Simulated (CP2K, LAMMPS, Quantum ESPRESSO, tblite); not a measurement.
## Codes compared on glassy B2O3 (150 atoms)

How near do other programs and methods come to a plane-wave reference for glassy B2O3 (150 atoms)? A plane-wave run serves as the reference.

Calculated with Quantum ESPRESSO 7.5; Kohn-Sham DFT, PBE, SSSP efficiency 1.3.0 pseudopotentials, plane waves.

### 1. Starting point

The cell holds 150 atoms: 60 B and 90 O. Cell: a = 12.043 Å, b = 12.043 Å, c = 12.043 Å, α = 90.0°, β = 90.0°, γ = 90.0°. 150 atoms (60 B, 90 O) placed at random at 1.93 g/cm³, melted at 3000 K for 20 ps at fixed volume with the Buckingham and Coulomb pair potential of Guillot and Sator (Geochim. Cosmochim. Acta 71, 1249 (2007)) with the boron terms of Wang et al. (J. Non-Cryst. Solids 498, 294 (2018)). Quenched from 3000 K to 300 K at 100 K/ps and fixed volume, held 10 ps at zero pressure.

### 2. Plane-wave reference

Input file pw.in:

```
&control
  calculation = 'scf'
  pseudo_dir = './pseudo'
  outdir = './tmp'
  disk_io = 'none'
  tprnfor = .true.
  tstress = .true.
/
&system
  ibrav = 0
  nat = 150
  ntyp = 2
  ecutwfc = 60
  ecutrho = 480
  nosym = .true.
  occupations = 'smearing'
  smearing = 'fd'
  degauss = 0.003675
/
&electrons
  conv_thr = 7.5e-07
  electron_maxstep = 100
  mixing_beta = 0.4
  mixing_mode = 'plain'
  diagonalization = 'david'
/
ATOMIC_SPECIES
B 10.810 B.upf
O 15.999 O.upf
CELL_PARAMETERS angstrom
12.04324 0.00000 0.00000
0.00000 12.04324 0.00000
0.00000 0.00000 12.04324
ATOMIC_POSITIONS crystal
B 0.87755 0.20773 0.45938
B 0.40125 0.40212 0.47854
B 0.44234 0.62050 0.61648
B 0.45143 0.13926 0.09701
B 0.06304 0.84001 0.89429
B 0.24082 0.53086 0.40947
B 0.98935 0.31716 0.81213
B 0.74315 0.72619 0.62869
B 0.18419 0.41903 0.21653
B 0.91971 0.54438 0.69678
B 0.65244 0.52746 0.60546
B 0.77556 0.57138 0.85846
[... 134 atom lines left out ...]
O 0.26222 0.37732 0.14256
O 0.44635 0.42485 0.18373
O 0.57684 0.09896 0.73131
O 0.79739 0.91234 0.39105
K_POINTS gamma
```

The run is started by

```
> OMP_NUM_THREADS=1 mpirun -np 4 pw.x -in pw.in > output.txt
```

The program printed:

```text
Program PWSCF
     gamma-point specific algorithms are used
     one sub-group per band group will be used
     scalapack distributed-memory algorithm (size of sub-group:  2*  2 procs)
     Parallelization info
     sticks:   dense  smooth     PW     G-vecs:    dense   smooth      PW
     Min        4948    2478    616               523355   184942   23116
     Max        4950    2480    618               523366   184948   23118
     Sum       19797    9917   2469              2093443   739781   92469
     bravais-lattice index     =            0
     lattice parameter (alat)  =      22.7584  a.u.
     unit-cell volume          =   11787.6335 (a.u.)^3
     number of atoms/cell      =          150
     number of atomic types    =            2
     number of electrons       =       720.00
[... lines left out ...]
     scf convergence threshold =      7.5E-07
[... lines left out ...]
     number of k points=     1  Fermi-Dirac smearing, width (Ry)=  0.0037
[... lines left out ...]
     total energy              =   -4138.98675669 Ry
[... lines left out ...]
     total energy              =   -4144.92901990 Ry
[... lines left out ...]
     total energy              =   -4144.88432570 Ry
[... lines left out ...]
     total energy              =   -4144.95381706 Ry
[... lines left out ...]
     total energy              =   -4144.95381953 Ry
[... lines left out ...]
   -21.9411 -19.1936 -19.1859 -19.0881 -18.8694 -18.8255 -18.7695 -18.7192
   -18.6560 -18.6129 -18.5665 -18.5562 -18.5128 -18.4352 -18.4246 -18.3802
   -18.3137 -18.2925 -18.2698 -18.2473 -18.1936 -18.1249 -18.0837 -18.0600
[...]
9.1177   9.1411   9.2120   9.2805   9.3016   9.3186   9.3668   9.5041
     9.5284   9.5620   9.5953   9.6606   9.7601   9.8371   9.8794   9.9249
     the Fermi energy is     3.7490 ev
!    total energy              =   -4144.95382005 Ry
     estimated scf accuracy    <       0.00000005 Ry
     smearing contrib. (-TS)   =      -0.00000000 Ry
     internal energy E=F+TS    =   -4144.95382005 Ry
     The total energy is F=E-TS. E is the sum of the following terms:
     one-electron contribution =   -2091.93990016 Ry
     hartree contribution      =    1385.54174177 Ry
     xc contribution           =    -849.53162454 Ry
     ewald contribution        =   -1734.56536868 Ry
     one-center paw contrib.   =    -854.45866844 Ry
     convergence has been achieved in  10 iterations
     Forces acting on atoms (cartesian axes, Ry/au):
     atom    1 type  1   force =    -0.05596343    0.02942621    0.01539212
     atom    2 type  1   force =    -0.05889869    0.01499109   -0.06379527
     atom    3 type  1   force =     0.02646884    0.01946169   -0.03365630
[...]
atom  149 type  2   force =    -0.02515139    0.00927086    0.02484413
     atom  150 type  2   force =     0.02118179    0.07324370   -0.00317631
     Total force =     0.786262     Total SCF correction =     0.000444
     Computing stress (Cartesian axis) and pressure
          total   stress  (Ry/bohr**3)                   (kbar)     P=     -104.62
  -0.00063836   0.00009290   0.00012805          -93.91       13.67       18.84
   0.00009290  -0.00085789   0.00001864           13.67     -126.20        2.74
   0.00012805   0.00001864  -0.00063730           18.84        2.74      -93.75
     Message from routine punch:
     Nothing written, as per user request (disk_io='none')
```

Wall time 5.6 min (4 MPI ranks of Arm Neoverse V1, shared host); peak memory 6.7 GiB; 22 min of CPU time.

Banners, paths, timers and routine set-up lines are dropped from the logs unmarked, and long logs keep their key lines alone; longer cuts are marked.

Numbers from this run:

- r.m.s. force component: 0.953 eV/Å
- longest force: 4.963 eV/Å
- pressure: -10.46 GPa
- gap (highest filled to lowest empty level): 2.281 eV

### 3. The other programs

The programs:
- CP2K 2026.2: Gaussian basis with GTH pseudopotentials and a plane-wave density; labels give functional, basis (MOLOPT sets; SR short-range, UZH the newer set with its own potentials), grid cutoff/relative cutoff and solver (OT: orbital transformation; TRS4, TC2, SIGN: linear-scaling purification with its sparsity filter), or its built-in tight binding.
- tblite 0.8.0: extended tight binding, driven from Python.

All use the same cell and atoms; the electronic-structure runs use the same k-mesh, and an electronic temperature of 580 K (0.05 eV) where levels are smeared.

Differences are against the plane-wave reference, forces as r.m.s. over components; share is that over the reference's r.m.s. force, slope the least-squares factor from reference forces to these. Total energies of different programs have different zeros and aren't compared.

```csv
run,"Δ force, r.m.s. (meV/Å)",share (%),slope,Δ pressure (GPa),Δ gap (eV),cores,CPU time,memory (GiB)
reference,-,-,-,-,-,4,22 min,6.7
"CP2K GFN1-xTB, OT DIIS",260,27.3,0.859,-4.03,-,2,11 s,0.36
"CP2K PBE, DZVP-UZH, 210/50 Ry, OT CG (coarse)",155,16.2,1.025,2.23,-0.156,4,17 min,1.8
"CP2K PBE, DZVP-UZH, 300/50 Ry, OT CG (coarse)",170,17.8,1.021,2.10,-0.154,4,18 min,2.1
"CP2K PBE, DZVP-UZH, 600/50 Ry, diagonalisation",93.6,9.82,1.025,1.82,-0.157,4,10 min,6.2
"CP2K PBE, SZV-MOLOPT-SR, 600/50 Ry, OT CG (coarse)",606,63.5,0.973,20.8,-0.804,2,11 min,2.2
"CP2K PBE, SZV-MOLOPT-SR, 600/50 Ry, SIGN filter 1e-03, SCF 1e-04 (coarse)",623,65.4,0.952,21.2,-,2,3.6 min,2.2
"CP2K PBE, SZV-MOLOPT-SR, 600/50 Ry, SIGN filter 1e-06, SCF 1e-06 (coarse)",608,63.8,0.973,20.9,-,2,11 min,2.2
"CP2K PBE, SZV-MOLOPT-SR, 600/50 Ry, SIGN filter 1e-07, SCF 1e-07 (coarse)",606,63.6,0.973,20.8,-,2,12 min,2.2
tblite GFN1-xTB,241,25.3,0.883,0.628,-,1,4.4 s,0.14
```

Rows marked coarse were listed beforehand as settings not expected to be converged; some can still land near the reference.

CPU time is summed over cores on a shared host, where runs went side by side, so it is rough. Symmetry, cutoffs, thresholds, outputs and thread counts weren't matched or tuned between programs; memory under MPI is the largest rank's times the ranks.

Mean charges by element (e), by run and scheme:

```csv
run,scheme,B,O
"CP2K GFN1-xTB, OT DIIS",Mulliken,+0.86,-0.57
"CP2K PBE, DZVP-UZH, 600/50 Ry, diagonalisation",Mulliken,+0.42,-0.28
"CP2K PBE, DZVP-UZH, 600/50 Ry, diagonalisation",Hirshfeld,+0.32,-0.21
tblite GFN1-xTB,Mulliken,+0.68,-0.46
```

Within one program, basis, potentials and functional, energies share a zero. Each run against its twin at the usual cutoff or grid and solver:

```csv
run,twin,Δ energy (meV/atom),"Δ force, r.m.s. (meV/Å)",CPU time over the twin's
"CP2K PBE, DZVP-UZH, 210/50 Ry, OT CG","DZVP-UZH, 600/50 Ry, diagonalisation",-13.3,138,1.7
"CP2K PBE, DZVP-UZH, 300/50 Ry, OT CG","DZVP-UZH, 600/50 Ry, diagonalisation",-6.41,151,1.7
"CP2K PBE, SZV-MOLOPT-SR, 600/50 Ry, SIGN filter 1e-03, SCF 1e-04","SZV-MOLOPT-SR, 600/50 Ry, OT CG",-13.7,140,0.34
"CP2K PBE, SZV-MOLOPT-SR, 600/50 Ry, SIGN filter 1e-06, SCF 1e-06","SZV-MOLOPT-SR, 600/50 Ry, OT CG",0.0229,11.8,1.1
"CP2K PBE, SZV-MOLOPT-SR, 600/50 Ry, SIGN filter 1e-07, SCF 1e-07","SZV-MOLOPT-SR, 600/50 Ry, OT CG",-0.0101,2.6,1.1
```

### 4. Outcome

* reference r.m.s. force component: 0.953 eV/Å
* nearest in forces: CP2K PBE, DZVP-UZH, 600/50 Ry, diagonalisation, 9.8 %
* farthest in forces: CP2K PBE, SZV-MOLOPT-SR, 600/50 Ry, SIGN filter 1e-03, SCF 1e-04 (coarse), 65 %
* cheapest electronic-structure run beside the reference: tblite GFN1-xTB, 4.4 s of CPU time

What this shows: The PBE run in local orbitals, coarse settings apart, differs by 9.8 % (CP2K PBE, DZVP-UZH, 600/50 Ry, diagonalisation); basis, grid and potentials can all enter. Tight binding differs by 25 % (tblite GFN1-xTB) to 27 % (CP2K GFN1-xTB, OT DIIS); it is another model, with fitted parameters of its own, and the xTB methods hold dispersion. Runs with settings chosen to be coarse differ by 16 % (CP2K PBE, DZVP-UZH, 210/50 Ry, OT CG) to 65 % (CP2K PBE, SZV-MOLOPT-SR, 600/50 Ry, SIGN filter 1e-03, SCF 1e-04), their programs' other errors included. Of the electronic-structure runs that take under half the reference's CPU time, CP2K PBE, DZVP-UZH, 600/50 Ry, diagonalisation comes nearest, at 9.8 % in 10 min against 22 min; its pressure misses by +1.8 GPa. At the same functional, gaps differ from the reference's 2.28 eV by between -0.80 and -0.15 eV. In pressure, CP2K PBE, SZV-MOLOPT-SR, 600/50 Ry, SIGN filter 1e-03, SCF 1e-04 misses by +21.2 GPa, at the same functional. Charges hang on model, scheme and program or settings: among these rows the mean for B runs from +0.32 to +0.86 e. With SIGN, tightening the sparsity filter from 1e-03 to 1e-07, and the SCF threshold with it, takes the force difference from the cubic solver from 140 to 2.6 meV/Å, and the CPU time from 0.34 to 1.1 times the cubic solver's. In the reference: filled and empty levels are parted by 2.28 eV (on the run's k-points); a semilocal functional tends to put such gaps too low. In a disordered cell it changes from sample to sample, and tail or defect levels can set it. Periodic xTB results under one method name differ between programs and library versions. The reference's pressure holds the uncorrected Pulay stress of its 60 Ry basis, so small pressure differences, and their order, may be the reference's own error. The quench rate of 100 K/ps is many orders above laboratory rates, so the cell is likely richer in defects and strain than a real sample. The network of bonds at the start is that of the classical potential that made the cell, and needn't be the one that DFT or experiment would give. The reference's stress is far from hydrostatic: its diagonal is -9.4, -12.6, -9.4 GPa, compression counted positive. The electronic-structure runs sample only Γ, in a cell whose shortest periodic width is 12 Å.

[Also dropped from logs without a mark: logging warnings of Python, and SIESTA's first energy breakdown and zero terms.]

[Logs are printed without paths, hosts, clocks, repeated set-up lines and the standing remarks that a program may print on its own settings, such as how far it seeks lower states.]

[Hosts, paths, dates, database ids (printed as entryN), source tags and the programs' standing remarks are cut or masked in the printed files.]
